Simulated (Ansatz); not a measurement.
# CO on Li(100): change of the work function, part 2 of 3

How does CO on the bridge site change the work function of Li(100) as the layer fills?

Ansatz 0.2.0; plane-wave DFT, r2SCAN, Ansatz PAW (the session's first sound run).

So far, work function, upper face (eV): step 2 (the clean slab) 2.92; step 3 (47 atoms, coverage 0.111 ML, cell 3x3) 3.10; step 4 (22 atoms, coverage 0.25 ML, cell 2x2) 3.38.

### 5. The covered slab, k-mesh 5×5×1, coverage 0.5 ML

System of this step: CO/Li(100). The cell holds 24 atoms: 20 Li, 2 C and 2 O. Its edges and angles: a = 6.980 Å, b = 6.980 Å, c = 27.133 Å, α = 90.0°, β = 90.0°, γ = 90.0°. Vacuum lies along c.

Input file input.yaml:

```yaml
crystal:
  lattice:
    - [6.98, 0.0, 0.0]
    - [0.0, 6.98, 0.0]
    - [0.0, 0.0, 27.1329745218]
  atoms:
    - { symbol: Li, position: [0.0, 0.0, 0.3316997181] }
    - { symbol: Li, position: [0.25, 0.25, 0.3960126079] }
    - { symbol: Li, position: [0.0, 0.0, 0.4575756014] }
    - { symbol: Li, position: [0.25, 0.25, 0.5194008401] }
    - { symbol: Li, position: [0.0, 0.0, 0.586603337] }
    - { symbol: Li, position: [0.0, 0.5, 0.3316997181] }
    - { symbol: Li, position: [0.25, 0.75, 0.3960126079] }
    - { symbol: Li, position: [0.0, 0.5, 0.4575756014] }
    - { symbol: Li, position: [0.25, 0.75, 0.5194008401] }
    - { symbol: Li, position: [0.0, 0.5, 0.586603337] }
    - { symbol: Li, position: [0.5, 0.0, 0.3316997181] }
    - { symbol: Li, position: [0.75, 0.25, 0.3960126079] }
    - { symbol: Li, position: [0.5, 0.0, 0.4575756014] }
    - { symbol: Li, position: [0.75, 0.25, 0.5194008401] }
    - { symbol: Li, position: [0.5, 0.0, 0.586603337] }
    - { symbol: Li, position: [0.5, 0.5, 0.3316997181] }
    - { symbol: Li, position: [0.75, 0.75, 0.3960126079] }
    - { symbol: Li, position: [0.5, 0.5, 0.4575756014] }
    - { symbol: Li, position: [0.75, 0.75, 0.5194008401] }
    - { symbol: Li, position: [0.5, 0.5, 0.586603337] }
    - { symbol: C, position: [0.25, 0.0, 0.6255478738] }
    - { symbol: C, position: [0.75, 0.5, 0.6255478738] }
    - { symbol: O, position: [0.25, 0.0, 0.6683002819] }
    - { symbol: O, position: [0.75, 0.5, 0.6683002819] }
kpoints:
  mp_grid: { grid: [5, 5, 1] }
hamiltonian:
  xc: r2scan
scf:
  occupations: { method: fermi_dirac, width: 0.1 }
  convergence: { dr2_threshold: 1.0e-08 }
efield:
  axis: 3
  dipole_correction: true
  ramp_position: 0.97
  ramp_width: 0.06
relax:
  f_tol: 0.02
  max_steps: 60
  constraints: [{ sites: [0, 1, 5, 6, 10, 11, 15, 16] }]
output:
  bader: true
  dos: { projected: true, e_range: [-8, 4] }
  write_potential: true
  write_density: true
  volumetric_format: npy
```

Started as:

```
$ ansatz run input.yaml --threads 4 --pin off --max-ram 12288MiB --backend cpu --events-out ev --progress --plain --runs-dir out
```

Wall time 10 min (4 threads of Arm Neoverse V1, shared host); peak memory 4.7 GiB.

Relaxation path:

| step | energy less that of the first step (eV) | largest force component (eV/Å) |
| --- | --- | --- |
| 1 | 0.0000 | 0.5930 |
| 2 | -0.2314 | 1.0511 |
| 3 | -0.4382 | 0.9303 |
| 4 | -0.5392 | 1.6788 |
| 5 | -0.5616 | 0.4852 |
| 6 | -0.5903 | 0.0512 |
| 7 | -0.5912 | 0.0100 |

The run keeps the 8 symmetry operations that it works with, so distortions that break them were not tested.

The atoms that moved most (Å):

| atom | dx | dy | dz | length |
| --- | --- | --- | --- | --- |
| C22 | 0.000 | 0.000 | 0.715 | 0.715 |
| C21 | 0.000 | 0.000 | 0.715 | 0.715 |
| O24 | 0.000 | 0.000 | 0.701 | 0.701 |
| O23 | 0.000 | 0.000 | 0.701 | 0.701 |
| Li5 | 0.261 | 0.000 | 0.070 | 0.270 |
| Li10 | -0.261 | 0.000 | 0.070 | 0.270 |
| Li15 | -0.261 | 0.000 | 0.070 | 0.270 |
| Li20 | 0.261 | 0.000 | 0.070 | 0.270 |

The relaxed structure:

```cif
data_structure
_symmetry_space_group_name_H-M 'P 1'
_symmetry_Int_Tables_number 1
_cell_length_a 6.9800
_cell_length_b 6.9800
_cell_length_c 27.1330
_cell_angle_alpha 90.000
_cell_angle_beta 90.000
_cell_angle_gamma 90.000
_cell_volume 1321.93
loop_
_atom_site_label
_atom_site_type_symbol
_atom_site_fract_x
_atom_site_fract_y
_atom_site_fract_z
_atom_site_occupancy
Li1 Li 0.00000 0.00000 0.33170 1
Li2 Li 0.25000 0.25000 0.39601 1
Li3 Li 0.01273 0.00000 0.45961 1
Li4 Li 0.25000 0.27319 0.52076 1
Li5 Li 0.03742 0.00000 0.58917 1
Li6 Li 0.00000 0.50000 0.33170 1
Li7 Li 0.25000 0.75000 0.39601 1
Li8 Li 0.98727 0.50000 0.45961 1
Li9 Li 0.25000 0.72681 0.52076 1
Li10 Li 0.96258 0.50000 0.58917 1
Li11 Li 0.50000 0.00000 0.33170 1
Li12 Li 0.75000 0.25000 0.39601 1
Li13 Li 0.48727 0.00000 0.45961 1
Li14 Li 0.75000 0.22681 0.52076 1
Li15 Li 0.46258 0.00000 0.58917 1
Li16 Li 0.50000 0.50000 0.33170 1
Li17 Li 0.75000 0.75000 0.39601 1
Li18 Li 0.51273 0.50000 0.45961 1
Li19 Li 0.75000 0.77319 0.52076 1
Li20 Li 0.53742 0.50000 0.58917 1
C21 C 0.25000 0.00000 0.65191 1
C22 C 0.75000 0.50000 0.65191 1
O23 O 0.25000 0.00000 0.69414 1
O24 O 0.75000 0.50000 0.69414 1
```

The density of states has structure finer than the step of the table below, so its rows give means over 0.25 eV, whole bins alone (the curve runs from -8 to 1.98 eV). Peaks (eV: height): -7.190: 36.0, -1.050: 19.4, 0.210: 35.1, 0.300: 42.1, 0.570: 22.5, 0.750: 23.7, 1.110: 17.4.

Density of states against energy, zero at the Fermi level; means over each step:

energy (eV), density of states (states/eV a cell) and a bar:
```
    -7.50        0.0 
    -7.25       11.4 #################
    -7.00        0.0 
    -6.75        0.0 
    -6.50        0.0 
    -6.25        0.0 
    -6.00        0.0 
    -5.75        0.0 
    -5.50        0.0 
    -5.25        0.0 
    -5.00        0.0 
    -4.75        0.0 
    -4.50        0.0 
    -4.25        0.0 
    -4.00        0.0 
    -3.75        0.0 
    -3.50        1.7 ###
    -3.25        3.1 #####
    -3.00        2.3 ###
    -2.75        2.2 ###
    -2.50        6.3 #########
    -2.25        5.1 #######
    -2.00        3.4 #####
    -1.75        6.8 ##########
    -1.50        3.5 #####
    -1.25        5.7 ########
    -1.00       11.6 #################
    -0.75        8.1 ############
    -0.50        6.3 #########
    -0.25       11.3 #################
     0.00        5.5 ########
     0.25       20.4 ##############################
     0.50       17.0 #########################
     0.75       15.5 #######################
     1.00       10.6 ################
     1.25       11.4 #################
     1.50        8.1 ############
     1.75        5.0 #######
```

The relaxation took 7 steps and lowered the energy by 0.59 eV; the largest force on the free atoms ends at 0.010 eV/Å.

The covered face has 3.69 eV, +0.78 eV against the clean one; the bare back face has moved by +0.00 eV, a measure of how thin the slab is.

### 6. The covered slab, k-mesh 9×9×1, coverage 1 ML

System of this step: CO/Li(100). The cell holds 7 atoms: 5 Li, 1 C and 1 O. Its edges and angles: a = 3.490 Å, b = 3.490 Å, c = 27.133 Å, α = 90.0°, β = 90.0°, γ = 90.0°. Vacuum lies along c.

input.yaml, the sections that differ from step 5:

```yaml
crystal:
  lattice:
    - [3.49, 0.0, 0.0]
    - [0.0, 3.49, 0.0]
    - [0.0, 0.0, 27.1329745218]
  atoms:
    - { symbol: Li, position: [0.0, 0.0, 0.3316997181] }
    - { symbol: Li, position: [0.5, 0.5, 0.3960126079] }
    - { symbol: Li, position: [0.0, 0.0, 0.4575756014] }
    - { symbol: Li, position: [0.5, 0.5, 0.5194008401] }
    - { symbol: Li, position: [0.0, 0.0, 0.586603337] }
    - { symbol: C, position: [0.5, 0.0, 0.6255478738] }
    - { symbol: O, position: [0.5, 0.0, 0.6683002819] }
kpoints:
  mp_grid: { grid: [9, 9, 1] }
relax:
  f_tol: 0.02
  max_steps: 60
  constraints: [{ sites: [0, 1] }]
output:
  bader: true
  write_potential: true
  write_density: true
  volumetric_format: npy
# hamiltonian, scf, efield: as in step 5
```

It took 2 min on 4 threads; peak memory 1.1 GiB; 7.8 min of CPU time.

The steps of the relaxation:

| step | energy less that of the first step (eV) | largest force component (eV/Å) |
| --- | --- | --- |
| 1 | 0.0000 | 1.3899 |
| 2 | -0.1190 | 0.9915 |
| 3 | -0.2131 | 0.1317 |
| 4 | -0.2364 | 0.0868 |
| 5 | -0.2447 | 0.4772 |
| 6 | -0.2489 | 0.0161 |
| 7 | -0.2493 | 0.0145 |

Forces are held to the 4 operations that the run works with; a distortion that breaks them can't arise in this run.

The atoms that moved most (Å):

| atom | dx | dy | dz | length |
| --- | --- | --- | --- | --- |
| C6 | 0.000 | 0.000 | 0.828 | 0.828 |
| O7 | 0.000 | 0.000 | 0.811 | 0.811 |
| Li5 | 0.000 | 0.000 | 0.279 | 0.279 |
| Li3 | 0.000 | 0.000 | 0.068 | 0.068 |
| Li4 | 0.000 | 0.000 | 0.060 | 0.060 |

The relaxation took 7 steps and lowered the energy by 0.25 eV; the largest force on the free atoms ends at 0.014 eV/Å.

The covered face has 4.39 eV, +1.47 eV against the clean one; the bare back face has moved by +0.14 eV, a measure of how thin the slab is.

### 7. Work function against coverage

This step: plane-wave DFT, r2SCAN, Ansatz PAW; work function against coverage (Ansatz 0.2.0).

The runs are now put side by side.

This step gave:

| Quantity | Value |
| --- | --- |
| work function of the clean face | 2.915 eV |
| largest change of the work function | 1.471 eV |

Work function of the covered face against coverage:

| coverage (adsorbates/nm²) | work function of the covered face (eV) |
| --- | --- |
| 0.00 | 2.92 |
| 0.91 | 3.10 |
| 2.05 | 3.38 |
| 4.11 | 3.69 |
| 8.21 | 4.39 |

The dipole per adsorbate comes from the change of the cell's dipole. Coverage, by row:

| coverage (1/nm²) | coverage (ML) | work function (eV) | change (eV) | dipole per adsorbate, positive end outwards (debye) | mean height of the added atoms over the highest substrate atom (Å) |
| --- | --- | --- | --- | --- | --- |
| 0.9121 | 0.1111 | 3.102 | 0.1873 | -0.586 | 2.266 |
| 2.053 | 0.25 | 3.385 | 0.4694 | -0.613 | 2.298 |
| 4.105 | 0.5 | 3.691 | 0.7755 | -0.501 | 2.275 |
| 8.21 | 1 | 4.387 | 1.471 | -0.431 | 2.177 |

### 8. The slab at 0.25 ML, atoms frozen

This step: plane-wave DFT, r2SCAN, Ansatz PAW (Ansatz 0.2.0).

System of this step: CO/Li(100). The cell holds 22 atoms: 20 Li, 1 C and 1 O. Cell: a = 6.980 Å, b = 6.980 Å, c = 27.133 Å, α = 90.0°, β = 90.0°, γ = 90.0°. Vacuum lies along c.

To see where the charge goes, the covered slab, the bare substrate and the adsorbate layer are each run at the same frozen positions and on the same grid.

Input file input.yaml:

```yaml
crystal:
  lattice:
    - [6.98, 0.0, 0.0]
    - [0.0, 6.98, 0.0]
    - [0.0, 0.0, 27.1329745218]
  atoms:
    - { symbol: Li, position: [0.0, 0.0, 0.3316997181] }
    - { symbol: Li, position: [0.25, 0.25, 0.3960126079] }
    - { symbol: Li, position: [-0.0008726066, 0.0, 0.4602084063] }
    - { symbol: Li, position: [0.25, 0.2614663446, 0.5171747761] }
    - { symbol: Li, position: [0.0494677122, 0.0, 0.5900325015] }
    - { symbol: Li, position: [0.0, 0.5, 0.3316997181] }
    - { symbol: Li, position: [0.25, 0.75, 0.3960126079] }
    - { symbol: Li, position: [-0.0135552131, 0.5, 0.4589509571] }
    - { symbol: Li, position: [0.25, 0.7385336554, 0.5171747761] }
    - { symbol: Li, position: [0.0123137325, 0.5, 0.5892974279] }
    - { symbol: Li, position: [0.5, 0.0, 0.3316997181] }
    - { symbol: Li, position: [0.75, 0.25, 0.3960126079] }
    - { symbol: Li, position: [0.5008726066, 0.0, 0.4602084063] }
    - { symbol: Li, position: [0.75, 0.2380735331, 0.5265229032] }
    - { symbol: Li, position: [0.4505322878, 0.0, 0.5900325015] }
    - { symbol: Li, position: [0.5, 0.5, 0.3316997181] }
    - { symbol: Li, position: [0.75, 0.75, 0.3960126079] }
    - { symbol: Li, position: [0.5135552131, 0.5, 0.4589509571] }
    - { symbol: Li, position: [0.75, 0.7619264669, 0.5265229032] }
    - { symbol: Li, position: [0.4876862675, 0.5, 0.5892974279] }
    - { symbol: C, position: [0.25, 0.0, 0.6535652674] }
    - { symbol: O, position: [0.25, 0.0, 0.6959081686] }
kpoints:
  mp_grid: { grid: [5, 5, 1] }
hamiltonian:
  xc: r2scan
scf:
  occupations: { method: fermi_dirac, width: 0.1 }
  convergence: { dr2_threshold: 1.0e-08 }
efield:
  axis: 3
  dipole_correction: true
  ramp_position: 0.97
  ramp_width: 0.06
output:
  write_potential: true
  write_density: true
  volumetric_format: npy
```

It took 69 s on 4 threads; peak memory 4.3 GiB.

This step gave:

* energy at zero smearing: -4918.5476 eV
* work function, upper face: 3.384 eV
* work function, lower face: 2.922 eV
* dipole along the normal: -0.1244 e·Å
* step between the vacuum levels: 0.4620 eV

The work function of the upper face is 3.38 eV.

### 9. The substrate of the 0.25 ML cell alone

System of this step: CO/Li(100), substrate alone, atoms held. The cell holds 20 atoms: 20 Li. Its edges and angles: a = 6.980 Å, b = 6.980 Å, c = 27.133 Å, α = 90.0°, β = 90.0°, γ = 90.0°. Vacuum lies along c.

The second part, atoms unmoved.

input.yaml: that of step 8 with these lines changed.

```diff
@@ -26,4 +26,2 @@
     - { symbol: Li, position: [0.4876862675, 0.5, 0.5892974279] }
-    - { symbol: C, position: [0.25, 0.0, 0.6535652674] }
-    - { symbol: O, position: [0.25, 0.0, 0.6959081686] }
 kpoints:
```

It took 60 s on 4 threads; peak memory 2.5 GiB; 3.9 min of CPU time.

Numbers from this step:

| Quantity | Value |
| --- | --- |
| energy at zero smearing | -4099.6852 eV |
| work function, upper face | 2.956 eV |
| dipole along the normal | -0.001422 e·Å |

The work function of the upper face is 2.96 eV.

### 10. The adsorbate layer of the 0.25 ML cell alone

System of this step: CO/Li(100), adsorbate layer alone, atoms held. The cell holds 2 atoms: 1 C and 1 O. Cell: a = 6.980 Å, b = 6.980 Å, c = 27.133 Å, α = 90.0°, β = 90.0°, γ = 90.0°. Vacuum lies along c.

The third part; a free layer of atoms may carry a moment, so spin is on.

input.yaml, the sections that differ from step 9:

```yaml
crystal:
  lattice:
    - [6.98, 0.0, 0.0]
    - [0.0, 6.98, 0.0]
    - [0.0, 0.0, 27.1329745218]
  atoms:
    - { symbol: C, position: [0.25, 0.0, 0.6535652674], spin: 1.0 }
    - { symbol: O, position: [0.25, 0.0, 0.6959081686] }
magnetization:
  spin_polarized: true
# kpoints, hamiltonian, scf, efield, output: as in step 9
```

Run time: 79 s. Hardware: 4 threads; peak memory 3.3 GiB; 5.1 min of CPU time.

This step gave:

```yaml
gap_on_the_k_mesh: 7.607 eV
dipole_along_the_normal: 0.01823 e·Å
step_between_the_vacuum_levels: -0.06770 eV
ionisation_energy_upper_face: 9.555 eV
electron_affinity_upper_face: 1.948 eV
ionisation_energy_lower_face: 9.623 eV
```

At this spacing and smearing the free layer keeps no moment.

### 11. Where the charge went at 0.25 ML

This step: plane-wave DFT, r2SCAN, Ansatz PAW; density difference on adsorption (Ansatz 0.2.0).

The densities of the parts are taken from that of the whole and averaged over planes; the first moment of what is left gives the step in the potential.

Numbers from this step:

```yaml
largest_charge_moved: -0.001959 e/Å²
potential_step_from_the_moved_charge: 0.5249 eV
```

The electron density difference oscillates, so the rows of the table below give means over windows of 1 Å about each position, cut where the curve ends. Its maxima inside the range that stand out by 2 % of the span (Å: e/Å³): 8.5: 1.3e-4, 11.7: 3.1e-4, 14.5: 5.3e-4, 17.1: 0.00181, 17.8: 0.00281, 19.0: 9.0e-4. Its minima: 10.2: -2.1e-4, 13.0: -4.4e-4, 16.0: -0.00228, 17.4: 0.00119, 18.5: -0.00165.

Planar mean, whole system less its parts. Table of electron density difference by z; means over each step:

| z (Å) | electron density difference (e/Å³) |
| --- | --- |
| 2 | -9.2e-8 |
| 3 | -4.9e-7 |
| 4 | -2.4e-6 |
| 5 | -9.7e-6 |
| 6 | -2.8e-5 |
| 7 | -3.3e-5 |
| 8 | 6.4e-5 |
| 9 | 7.2e-5 |
| 10 | -1.7e-4 |
| 11 | 7.4e-5 |
| 12 | 1.6e-4 |
| 13 | -3.5e-4 |
| 14 | 2.4e-4 |
| 15 | -1.9e-4 |
| 16 | -0.00174 |
| 17 | 0.00116 |
| 18 | 7.5e-4 |
| 19 | -2.6e-5 |
| 20 | 3.8e-5 |
| 21 | -1.0e-5 |
| 22 | -2.3e-6 |
| 23 | -3.5e-7 |
| 24 | -5.2e-8 |

The electrons moved below z oscillates, so the rows of the table below give means over windows of 2.98 Å about each position, cut where the curve ends. Its maxima inside the range that stand out by 2 % of the span (Å: e/Å²): 9.2: 6.9e-5, 12.2: 1.5e-4, 14.9: 1.8e-4, 18.0: 4.2e-4. Its minima: 7.5: -7.4e-5, 10.9: -1.3e-4, 13.7: -2.6e-4, 16.6: -0.00196, 18.7: -3.5e-4.

Planar mean, whole system less its parts. Table of electrons moved below z by z; means over each step:

z (Å), electrons moved below z (e/Å²) and a bar from the least value:
```
     1.49    0.00000 ##############################
     4.47   -0.00001 ##############################
     7.45   -0.00004 #############################
    10.43   -0.00002 #############################
    13.41   -0.00003 #############################
    16.39   -0.00088 
    19.37    0.00000 ##############################
    22.35    0.00000 ##############################
    25.33    0.00000 ##############################
```

(Continued in part 3 of 3.)

[Logs are printed without paths, hosts, clocks, repeated set-up lines and the standing remarks that a program may print on its own settings, such as how far it seeks lower states.]

[Hosts, paths, dates, database ids (printed as entryN), source tags and the programs' standing remarks are cut or masked in the printed files.]

[Maps of the electrostatic potential energy from Ansatz leave out the sawtooth potential of an applied field or a dipole correction, so their vacuum need not be flat; planar profiles and work functions include it.]

[The density of states shown here was stored with 400 of the rows of the run's finer table, so its peaks can read low, often by over a quarter, or be missed, and its means over a window can be off by a tenth or more.]
